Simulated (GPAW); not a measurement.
# Zn K-edge XANES of ZnAg (Pm-3m)

Aim: the near-edge shape at the Zn K edge of ZnAg (Pm-3m), and what the core hole does to it.

Calculated with GPAW 26.7.0; X-ray absorption from dipole matrix elements to empty bands, plane-wave PAW LDA.

## 1. Set-up

The structure is cubic, space group Pm-3m (No. 221). Conventional cell: a = 3.156 Å, b = 3.156 Å, c = 3.156 Å, α = 90.00°, β = 90.00°, γ = 90.00°. Ag has 8 Zn at 2.73 Å nearest. Zn has 8 Ag at 2.73 Å nearest. Farther neighbours are not listed.

As a file:

```xyz
2
Lattice="3.1560 0.0000 0.0000 0.0000 3.1560 0.0000 0.0000 0.0000 3.1560" Properties=species:S:1:pos:R:3 pbc="T T T"
Ag    0.0000    0.0000    0.0000
Zn    1.5780    1.5780    1.5780
```

## 2. Ground state of the crystal

A plain self-consistent run shows whether there is a gap, which decides the set-up of the core-hole run.

scf.py reads:

```python
import numpy as np
from ase import Atoms
from ase.parallel import parprint, paropen
from gpaw import GPAW, PW, FermiDirac, Mixer, MixerDif, setup_paths
from gpaw.test import gen
setup_paths.insert(0, '.')
gen('Zn', name='nch1s', xcname='LDA', corehole=(1, 0, 0), write_xml=True)
from gpaw.mpi import world
world.barrier()

atoms = Atoms('AgZn',
    cell=[[3.156, 0, 0],
     [0, 3.156, 0],
     [0, 0, 3.156]],
    scaled_positions=[[0, 0, 0],
     [0.5, 0.5, 0.5]],
    pbc=True)
atoms.calc = calc = GPAW(legacy_gpaw=True, mode=PW(430), xc='LDA', setups={1: 'nch1s'},
    kpts={'size': (8, 8, 8), 'gamma': True}, occupations=FermiDirac(0.05),
    charge=0, mixer=Mixer(0.1, 5, 50), maxiter=150,
    convergence={'density': 0.0001}, txt='scf.txt')
energy = atoms.get_potential_energy() + calc.get_reference_energy()
ef = calc.get_fermi_level()
out = dict(energy=energy, fermi=ef, forces=atoms.get_forces().tolist())
parprint(f'all-electron energy {energy:.4f} eV, Fermi level {ef:.4f} eV')
ev = np.array([[calc.get_eigenvalues(k, s) for k in range(len(calc.get_ibz_k_points()))] for s in range(calc.get_number_of_spins())])
out['homo'], out['lumo'], out['counts'] = ev[ev < ef].max(), ev[ev > ef].min(), sorted(set((ev < ef).sum((0, 2)).tolist()))
out['filled'] = (ev[:, 0] < ef).sum(1).tolist()
import json
with paropen('out.json', 'w') as f:
    json.dump(out, f)
```

Started as:

```sh
OMP_NUM_THREADS=1 mpirun -n 4 gpaw python scf.py
```

Numbers of over 12 decimals in the logs are rounded to 6 here.

The log of the run:

```text
Input parameters:
  convergence: {density: 0.0001}
  kpts: {gamma: True,
         size: (8, 8, 8)}
  maxiter: 150
  mixer: {backend: pulay,
          beta: 0.1,
          method: separate,
          nmaxold: 5,
          weight: 50}
  mode: {ecut: 430.0,
         name: pw}
  occupations: {fixmagmom: False,
                name: fermi-dirac,
                width: 0.05}
  setups: {1: nch1s}

Initialize ...

[... PAW data sets ...]

Reference energy: -193252.433957  # eV

Spin-paired calculation

[... convergence settings ...]
Symmetries present (total): 48
  [... symmetry matrices ...]

512 k-points: 8 x 8 x 8 Monkhorst-Pack grid + [1/16,1/16,1/16]
35 k-points in the irreducible part of the Brillouin zone
       k-points in crystal coordinates                weights
   0:     0.00000000    0.00000000    0.00000000          1/512
   1:     0.12500000    0.00000000    0.00000000          6/512
   2:     0.12500000    0.12500000    0.00000000         12/512
   3:     0.12500000    0.12500000    0.12500000          8/512
   4:     0.25000000    0.00000000    0.00000000          6/512
   5:     0.25000000    0.12500000    0.00000000         24/512
   6:     0.25000000    0.12500000    0.12500000         24/512
   7:     0.25000000    0.25000000    0.00000000         12/512
   8:     0.25000000    0.25000000    0.12500000         24/512
   9:     0.25000000    0.25000000    0.25000000          8/512
          ...
  34:     0.50000000    0.50000000    0.50000000          1/512

Wave functions: Plane wave expansion
  Cutoff energy: 430.000 eV
  Number of coefficients (min, max): 619, 651
  Pulay-stress correction: 0.000000 eV/Ang^3 (de/decut=0.000000)
  Using FFTW library
  Wavefunction extrapolation:
    Improved wavefunction reuse through dual PAW basis

Occupation numbers: Fermi-Dirac:
  width: 0.0500  # eV

Eigensolver
   Davidson(niter=2)

Densities:
  Coarse grid: 16*16*16 grid
  Fine grid: 32*32*32 grid
  Total Charge: 0.000000

Density mixing:
  Method: separate
  Backend: pulay
  Linear mixing parameter: 0.1
  old densities: 5
  Width of damping distribution: 1.1
  Damping of long wavelength oscillations: 50

[... Hamiltonian set-up ...]
Number of atoms: 2
Number of atomic orbitals: 21
Number of bands in calculation: 21
Number of valence electrons: 29
Bands to converge: occupied

... initialized

Initializing position-dependent things.

Density initialized from atomic densities
Creating initial wave functions:
  21 bands from LCAO basis set

Positions:
   0 Ag     0.000000    0.000000    0.000000    ( 0.0000,  0.0000,  0.0000)
   1 Zn     1.578000    1.578000    1.578000    ( 0.0000,  0.0000,  0.0000)

Unit cell:
           periodic     x           y           z      points  spacing
  1. axis:    yes    3.156000    0.000000    0.000000    16     0.1973
  2. axis:    yes    0.000000    3.156000    0.000000    16     0.1973
  3. axis:    yes    0.000000    0.000000    3.156000    16     0.1973

  Lengths:   3.156000   3.156000   3.156000
  Angles:   90.000000  90.000000  90.000000

Effective grid spacing dv^(1/3) = 0.1973

iter:   1    -6.383503
iter:   2    -6.228381   -1.51  -1.47
iter:   3    -5.988594   -1.79  -1.52
iter:   4    -6.013217   -3.09  -1.93
iter:   5    -5.969748   -2.24  -1.95
iter:   6    -5.966695   -4.01  -2.54
iter:   7    -5.957828c  -2.80  -2.92
iter:   8    -5.955268c  -3.70  -3.09
iter:   9    -5.957488c  -3.80  -3.52
iter:  10    -5.955141c  -3.82  -3.37
iter:  11    -5.955145c  -5.44  -4.52c
iter:  12    -5.955146c  -6.90  -4.49c
iter:  13    -5.955148c  -7.07  -4.71c
iter:  14    -5.955145c  -6.46  -4.53c
iter:  15    -5.955145c  -8.43c -5.51c

Converged after 15 iterations.

Dipole moment: (-0.000000, 0.000000, 0.000000) |e|*Ang

Energy contributions relative to reference atoms: (reference = -193252.433957)

Kinetic:         -6.646481
Potential:       +6.573619
External:        +0.000000
XC:              -6.051373
Entropy (-ST):   -0.002303
Local:           +0.170242
SIC:             +0.000000
--------------------------
Free energy:     -5.956296
Extrapolated:    -5.955145

Showing only first 2 kpts
 Kpt  Band  Eigenvalues  Occupancy
  0    12      3.34242    2.00000
  0    13      3.34242    2.00000
  0    14     12.85535    0.00000
  0    15     12.85535    0.00000

  1    12      3.20835    2.00000
  1    13      3.32289    2.00000
  1    14     11.09780    0.00000
  1    15     13.28803    0.00000

Fermi level: 7.39822

No gap
No difference between direct/indirect transitions

Forces in eV/Ang:
  0 Ag   -0.00000    0.00000    0.00000
  1 Zn    0.00000    0.00000    0.00000
Scalar-relativistic atomic LDA calculation for Zn (Zinc, Z=30)
Core hole in 1s state (1s occupation: 2.0)
600 radial gridpoints.
|------------------------------------------------|
|------------------------------------------------|
[... the atom generator's iteration count ...]

Energy contributions:
-------------------------
Kinetic:    +1820.136505
XC:           -68.759408
Potential:  -3544.299429
-------------------------
Total:      -1792.922333

state      eigenvalue         ekin         rmax
-----------------------------------------------
1s^2.0 :  -349.206168   449.580746        0.033
2s^2.0 :   -42.473795    85.129008        0.190
2p^6.0 :   -36.877768    83.147768        0.152
3s^2.0 :    -4.724967    18.930386        0.589
3p^6.0 :    -3.060180    16.736648        0.592
3d^10.0:    -0.383140    11.061255        0.564
4s^2.0 :    -0.228494     1.468588        2.078
4p^0.0 :    -0.045217     0.573191        3.031
-----------------------------------------------
(units: Bohr and Hartree)

Generating PAW setup
Kinetic energy of the core from tauc = 1724.019189
Cutoffs:
rc(s)=2.430
rc(p)=2.400
rc(d)=2.230
rc(vbar)=2.260
rc(comp)=2.200
rc(nct)=2.430

Kinetic energy of the core states: 1706.586777
Charge: 0.0
Core electrons: 18.0
Valence electrons: 12.0
Pseudo-core charge: 0.107007
Shape function alpha=2.066
Pseudo-electron charge 3.914685
state    eigenvalue         norm
--------------------------------
4s(2) :    -0.228494     1.130383
*s    :     0.771506
4p(0) :    -0.045217     1.008310
*p    :     0.954783
3d(10):    -0.383140     0.154691
*d    :     0.616860
--------------------------------

Diagonalizing with gridspacing h=0.050

state   all-electron     PAW
-------------------------------
4s:      -0.228494    -0.228671
4p:      -0.045217    -0.045275
3d:      -0.383140    -0.383726
*f:                    0.072913
-------------------------------
all-electron energy -193258.3891 eV, Fermi level 7.3982 eV
```

The job ended after 5.5 s (4 MPI ranks of Arm Neoverse V2, shared host; peak memory 0.16 GiB).

The mesh shows no gap, so the system is treated as a metal and the core electron is put at the Fermi level (neutral cell).

## 3. Spectrum without a core hole, Zn atom 2

Without a hole the spectrum is the empty density of states of the right symmetry on the absorber, weighted by matrix elements. It needs only the small cell and serves as the baseline. The data set with a hole of occupation 0 only carries the core orbital.

The absorber has 8 Ag at 2.73 Å and 6 Zn at 3.16 Å (cube and octahedron, as in bcc, site symmetry m-3m).

xas.py reads:

```python
import numpy as np
from ase import Atoms
from ase.parallel import parprint, paropen
from gpaw import GPAW, PW, FermiDirac, Mixer, MixerDif, setup_paths
from gpaw.test import gen
setup_paths.insert(0, '.')
gen('Zn', name='nch1s', xcname='LDA', corehole=(1, 0, 0), write_xml=True)
from gpaw.mpi import world
world.barrier()

atoms = Atoms('AgZn',
    cell=[[3.156, 0, 0],
     [0, 3.156, 0],
     [0, 0, 3.156]],
    scaled_positions=[[0, 0, 0],
     [0.5, 0.5, 0.5]],
    pbc=True)
atoms.calc = calc = GPAW(legacy_gpaw=True, mode=PW(430), xc='LDA', setups={1: 'nch1s'},
    kpts={'size': (11, 11, 11), 'gamma': True}, occupations=FermiDirac(0.1),
    charge=0, mixer=Mixer(0.1, 5, 50), maxiter=150,
    convergence={'density': 0.0001}, txt='scf.txt')
energy = atoms.get_potential_energy() + calc.get_reference_energy()
ef = calc.get_fermi_level()
out = dict(energy=energy, fermi=ef, forces=atoms.get_forces().tolist())
parprint(f'all-electron energy {energy:.4f} eV, Fermi level {ef:.4f} eV')
ev = np.array([[calc.get_eigenvalues(k, s) for k in range(len(calc.get_ibz_k_points()))] for s in range(calc.get_number_of_spins())])
out['homo'], out['lumo'], out['counts'] = ev[ev < ef].max(), ev[ev > ef].min(), sorted(set((ev < ef).sum((0, 2)).tolist()))
out['filled'] = (ev[:, 0] < ef).sum(1).tolist()

from ase.units import Ha
from gpaw.xas import dipole_matrix_elements
nb = int(calc.get_number_of_electrons() / 2) + 22
top = nb
nscf = calc.fixed_density(kpts={'size': (8, 8, 8), 'gamma': True},
    convergence={'eigenstates': 1.0}, txt='nscf.txt')
nscf.diagonalize_full_hamiltonian(nbands=nb)
cell = atoms.cell.array
ops = [cell.T @ U.T @ np.linalg.inv(cell.T) for U in nscf.wfs.kd.symmetry.op_scc]
E = np.arange(-25, 34, 0.1)
fwhm = np.interp(E, [4, 25], [1.67, 3.5])
Y, X, zero, highest = 0, 0, 1e9, 1e9
for spin in range(nscf.get_number_of_spins()):
    wfs = nscf.wfs
    A = dipole_matrix_elements(wfs.setups[1])
    eps = np.zeros((wfs.kd.nibzkpts, nb))
    d = np.zeros((3, A.shape[1], wfs.kd.nibzkpts, nb), complex)
    for kpt in wfs.kpt_u:
        if kpt.s == spin and 1 in kpt.P_ani:
            eps[kpt.k] = kpt.eps_n * Ha
            d[:, :, kpt.k] = (kpt.weight * wfs.nspins / 2) ** 0.5 * np.inner(A, kpt.P_ani[1])
    world.sum(eps)
    world.sum(d)
    T = np.einsum('amkn,bmkn->abkn', d, d.conj()).real
    T = sum(np.einsum('ai,ijkn,bj->abkn', R, T, R) for R in ops) / len(ops)
    empty = eps > ef
    zero, highest = min(zero, eps[empty].min()), min(highest, eps[:, top - 1].min())
    lines = [(eps, T, empty)] if spin == 0 else lines + [(eps, T, empty)]
for eps, T, empty in lines:
    f = np.einsum('aakn->akn', T).reshape(3, -1)
    x = eps.ravel() - zero
    w = np.interp(x, E, fwhm) / 2.35482
    g = np.exp(-0.5 * ((E[:, None] - x) / w) ** 2) / (w * (2 * np.pi) ** 0.5)
    Y = Y + (f * empty.ravel()) @ g.T
    X = X + (f * ~empty.ravel()) @ g.T
out.update(E=E.round(2).tolist(), xas=Y.tolist(), xes=X.tolist(), zero=zero, valid=highest - zero, nk=len(eps), nb=nb)
for i in range(0, len(E), 10):
    parprint(f'{E[i]:7.2f}', *(f'{v:10.3e}' for v in Y[:, i]))
import json
with paropen('out.json', 'w') as f:
    json.dump(out, f)
```

Started as:

```sh
OMP_NUM_THREADS=1 mpirun -n 4 gpaw python xas.py
```

The log of the run:

```text
Input parameters:
  convergence: {density: 0.0001}
  kpts: {gamma: True,
         size: (11, 11, 11)}
  maxiter: 150
  mixer: {backend: pulay,
          beta: 0.1,
          method: separate,
          nmaxold: 5,
          weight: 50}
  mode: {ecut: 430.0,
         name: pw}
  occupations: {fixmagmom: False,
                name: fermi-dirac,
                width: 0.1}
  setups: {1: nch1s}

Initialize ...

[...]
*d    :     0.616860
--------------------------------

Diagonalizing with gridspacing h=0.050

state   all-electron     PAW
-------------------------------
4s:      -0.228494    -0.228671
4p:      -0.045217    -0.045275
3d:      -0.383140    -0.383726
*f:                    0.072913
-------------------------------
all-electron energy -193258.3772 eV, Fermi level 7.5652 eV
[...]
32.00  1.623e-07  1.623e-07  1.623e-07
  33.00  1.476e-07  1.476e-07  1.476e-07
[key lines of the parts left out:]
Converged after 13 iterations.
Dipole moment: (0.000000, 0.000000, 0.000000) |e|*Ang
Free energy:     -5.951105
Fermi level: 7.56516
```

Elapsed: 13 s, on 4 MPI ranks; peak memory 0.22 GiB; 53 s of CPU time.

The Zn K spectrum, Zn atom 2, no core hole (energy from the lowest empty level; intensity scaled to a mean of 1 over the first 20 eV):

```tsv
E (eV)	intensity
-2.0	0.00
-1.5	0.01
-1.0	0.04
-0.5	0.13
0.0	0.24
0.5	0.36
1.0	0.42
1.5	0.45
2.0	0.49
2.5	0.55
3.0	0.64
3.5	0.76
4.0	0.90
4.5	1.04
5.0	1.14
5.5	1.22
6.0	1.30
6.5	1.35
7.0	1.38
7.5	1.37
8.0	1.33
8.5	1.27
9.0	1.24
9.5	1.23
10.0	1.19
10.5	1.10
11.0	1.01
11.5	1.00
12.0	1.10
12.5	1.28
13.0	1.42
13.5	1.43
14.0	1.30
14.5	1.12
15.0	0.99
15.5	0.95
16.0	0.97
16.5	1.00
17.0	0.99
17.5	0.92
18.0	0.84
18.5	0.77
19.0	0.73
19.5	0.74
20.0	0.77
20.5	0.83
21.0	0.87
21.5	0.90
22.0	0.90
22.5	0.89
23.0	0.87
23.5	0.85
24.0	0.86
24.5	0.90
25.0	0.96
25.5	1.03
26.0	1.10
26.5	1.15
27.0	1.17
27.5	1.17
28.0	1.15
28.5	1.14
29.0	1.13
29.5	1.13
30.0	1.12
30.5	1.11
31.0	1.09
31.5	1.06
32.0	1.02
```

Main maxima below 30 eV (height): 7.2 eV (1.38), 13.2 eV (1.45), 16.6 eV (1.00), 21.8 eV (0.90) and 27.2 eV (1.17). A K edge sees empty p states on the absorber.

The same matrix elements for filled bands give the Zn K emission of Zn atom 2 (ground-state approximation; energy from the lowest empty level, largest value 1):

```tsv
E (eV)	emission
-24.00	0.00
-23.25	0.00
-22.50	0.00
-21.75	0.00
-21.00	0.00
-20.25	0.00
-19.50	0.00
-18.75	0.00
-18.00	0.00
-17.25	0.00
-16.50	0.00
-15.75	0.00
-15.00	0.00
-14.25	0.00
-13.50	0.00
-12.75	0.00
-12.00	0.00
-11.25	0.00
-10.50	0.00
-9.75	0.03
-9.00	0.09
-8.25	0.21
-7.50	0.33
-6.75	0.56
-6.00	0.82
-5.25	0.74
-4.50	0.47
-3.75	0.41
-3.00	0.60
-2.25	0.86
-1.50	1.00
-0.75	0.82
0.00	0.35
0.75	0.06
1.50	0.00
2.25	0.00
3.00	0.00
```

Emission maxima: -5.8 eV (0.84) and -1.4 eV (1.00).

## 4. Supercell without a hole, the energy reference

The photon energy needs a difference of total energies, so the cell and mesh of the coming hole run are first run without a hole.

scf.py: that of step 2 with these lines changed.

```diff
@@ -10,11 +10,27 @@
 
-atoms = Atoms('AgZn',
-    cell=[[3.156, 0, 0],
-     [0, 3.156, 0],
-     [0, 0, 3.156]],
+atoms = Atoms('Ag9Zn9',
+    cell=[[3.156, 0, 6.312],
+     [-6.312, -3.156, 0],
+     [0, -6.312, -3.156]],
     scaled_positions=[[0, 0, 0],
-     [0.5, 0.5, 0.5]],
+     [0.22222222, 0.11111111, 0.44444444],
+     [0.11111111, 0.55555556, 0.22222222],
+     [0.44444444, 0.22222222, 0.88888889],
+     [0.66666667, 0.33333333, 0.33333333],
+     [0.33333333, 0.66666667, 0.66666667],
+     [0.55555556, 0.77777778, 0.11111111],
+     [0.88888889, 0.44444444, 0.77777778],
+     [0.77777778, 0.88888889, 0.55555556],
+     [0.16666667, 0.83333333, 0.83333333],
+     [0.38888889, 0.94444444, 0.27777778],
+     [0.27777778, 0.38888889, 0.05555556],
+     [0.61111111, 0.05555556, 0.72222222],
+     [0.83333333, 0.16666667, 0.16666667],
+     [0.5, 0.5, 0.5],
+     [0.72222222, 0.61111111, 0.94444444],
+     [0.05555556, 0.27777778, 0.61111111],
+     [0.94444444, 0.72222222, 0.38888889]],
     pbc=True)
-atoms.calc = calc = GPAW(legacy_gpaw=True, mode=PW(430), xc='LDA', setups={1: 'nch1s'},
-    kpts={'size': (8, 8, 8), 'gamma': True}, occupations=FermiDirac(0.05),
+atoms.calc = calc = GPAW(legacy_gpaw=True, mode=PW(430), xc='LDA', setups={9: 'nch1s'},
+    kpts={'size': (4, 4, 4), 'gamma': True}, occupations=FermiDirac(0.1),
     charge=0, mixer=Mixer(0.1, 5, 50), maxiter=150,
```

Started as:

```sh
OMP_NUM_THREADS=1 mpirun -n 4 gpaw python scf.py
```

The log of the run:

```text
Input parameters:
  convergence: {density: 0.0001}
  kpts: {gamma: True,
         size: (4, 4, 4)}
  maxiter: 150
  mixer: {backend: pulay,
          beta: 0.1,
          method: separate,
          nmaxold: 5,
          weight: 50}
  mode: {ecut: 430.0,
         name: pw}
  occupations: {fixmagmom: False,
                name: fermi-dirac,
                width: 0.1}
  setups: {9: nch1s}

Initialize ...

[...]
*s    :     0.771506
4p(0) :    -0.045217     1.008310
*p    :     0.954783
3d(10):    -0.383140     0.154691
*d    :     0.616860
--------------------------------

Diagonalizing with gridspacing h=0.050

state   all-electron     PAW
-------------------------------
4s:      -0.228494    -0.228671
4p:      -0.045217    -0.045275
3d:      -0.383140    -0.383726
*f:                    0.072913
-------------------------------
all-electron energy -1739325.3774 eV, Fermi level 7.6081 eV
[key lines of the parts left out:]
Converged after 14 iterations.
Dipole moment: (0.000002, 0.000002, 0.000002) |e|*Ang
Free energy:    -53.541727
Fermi level: 7.60811
```

It took 2.3 min on 4 MPI ranks; peak memory 0.45 GiB.

Reference energy: -1739325.377 eV with the cores included.

[end of part 1 of 2]

[Banner, clock and machine lines of the logs are left out without a mark of their own.]

[Logs are printed without paths, hosts, clocks, repeated set-up lines and the standing remarks that a program may print on its own settings, such as how far it seeks lower states.]

[Hosts, paths, dates, database ids (printed as entryN), source tags and the programs' standing remarks are cut or masked in the printed files.]

[Lists of maxima count a maximum above −3 eV only where it reaches 4 % of the highest in the window and stands out from its surroundings by 2 % of it (1.5 % where it reaches 55 %); shoulders and weaker maxima are passed over, and of the rest the first, up to two pre-edge ones and the few strongest are named.]
